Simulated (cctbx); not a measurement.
# What is wrong with this refinement?

Cell a = 10.0980 Å, b = 4.4530 Å, c = 7.1457 Å, α = 90.00°, β = 133.82°, γ = 90.00°; space group C2/m (no. 12). The compound is In2Ni3O5.

The data are simulated with cctbx, not measured: synchrotron X-rays, λ = 0.6889 Å, to d = 0.7 Å, 80 % of the full sphere, strongest reflection 40000 counts, noise from counting, a 1.5 % proportional error and a noise floor of 4 counts (s.d.); no absorption.

An anisotropic refinement with weights 1/σ² prints:

```text
Rint 0.015, 390 unique reflections to 0.70 A
cycle     R1     wR2    GooF  max shift (A)
   1  0.0515  0.1202   4.889   0.00967
   3  0.0194  0.0452   1.838   0.00002
final R1 0.0194 wR2 0.0452 GooF 1.838  parameters 32  data/parameter 12.2
atom        x        y        z      Ueq    occ   su(xyz)  su(Uiso or U11)
In1    0.78582  0.00000  0.18537   0.0195  1.000  0.00007  0.0002
Ni1    0.89738  0.50000  0.58861   0.0348  1.000  0.00017  0.0004
Ni2    0.00000  0.00000  0.00000   0.0238  1.000  0.00000  0.0004
O1     0.89245  0.00000  0.59437   0.0436  1.000  0.00100  0.0030
O2     0.80379  0.50000  0.21353   0.0394  1.000  0.00094  0.0027
Na1    0.00000  0.50000  0.00000   0.0825  1.000  0.00000  0.0046
difference map: max 1.11 min -1.53 rms 0.18
Q1    0.0000  0.5000  0.0000    2    1.11  0.00 A from Na1
Q2    0.0784  0.5000  0.7714    4    0.47  1.12 A from O2
Q3    0.0947  0.4126  0.2026    8    0.46  1.12 A from Na1
Q4    0.0323  0.2455  0.0831    8    0.41  1.18 A from Ni2
Q5    0.0839  0.0000  0.1966    4    0.41  1.02 A from Ni2
Q6    0.2526  0.1808  0.1825    8    0.40  0.90 A from O2
```

**Question.** Can this result stand? If not, what is the likely fault?

Mend it. The fault: wrong element: Na1 is O. Against the right model at the same level, R1 goes from 0.0102 to 0.0194 and GooF from 0.92 to 1.84, U of Na1 swells from 0.0372 to 0.0825 Å² and a hole of -1.5 e/Å³ opens. Na1 has 3 electrons too many and its U swells to shed them, as expected.

The compound is In2Ni3O5. The right model at the same level gives:

```text
Rint 0.015, 390 unique reflections to 0.70 A
cycle     R1     wR2    GooF  max shift (A)
   1  0.0278  0.0701   2.854   0.00572
   2  0.0102  0.0227   0.924   0.00004
final R1 0.0102 wR2 0.0227 GooF 0.924  parameters 32  data/parameter 12.2
atom        x        y        z      Ueq    occ   su(xyz)  su(Uiso or U11)
In1    0.78577  0.00000  0.18537   0.0195  1.000  0.00004  0.0001
Ni1    0.89745  0.50000  0.58870   0.0348  1.000  0.00008  0.0002
Ni2    0.00000  0.00000  0.00000   0.0238  1.000  0.00000  0.0002
O1     0.89211  0.00000  0.59403   0.0440  1.000  0.00050  0.0014
O2     0.80299  0.50000  0.21273   0.0405  1.000  0.00048  0.0014
O3     0.00000  0.50000  0.00000   0.0372  1.000  0.00000  0.0017
difference map: max 0.48 min -0.41 rms 0.11
Q1    0.0595  0.5000  0.7565    4    0.50  1.18 A from Ni1
Q2    0.1930  0.2945  0.4242    8    0.38  1.25 A from Ni1
Q3    0.0836  0.0000  0.2051    4    0.36  1.07 A from Ni2
Q4    0.2517  0.1817  0.1779    8    0.36  0.90 A from O2
Q5    0.0334  0.2294  0.0780    8    0.33  1.10 A from Ni2
Q6    0.2162  0.5000  0.7319    4    0.33  0.55 A from O2
```

This is a model crystal, built by substitution and not relaxed, with assumed displacement parameters.

[Middle refinement cycles are left out of these outputs.]

[Logs are printed without paths, hosts, clocks, repeated set-up lines and the standing remarks that a program may print on its own settings, such as how far it seeks lower states.]
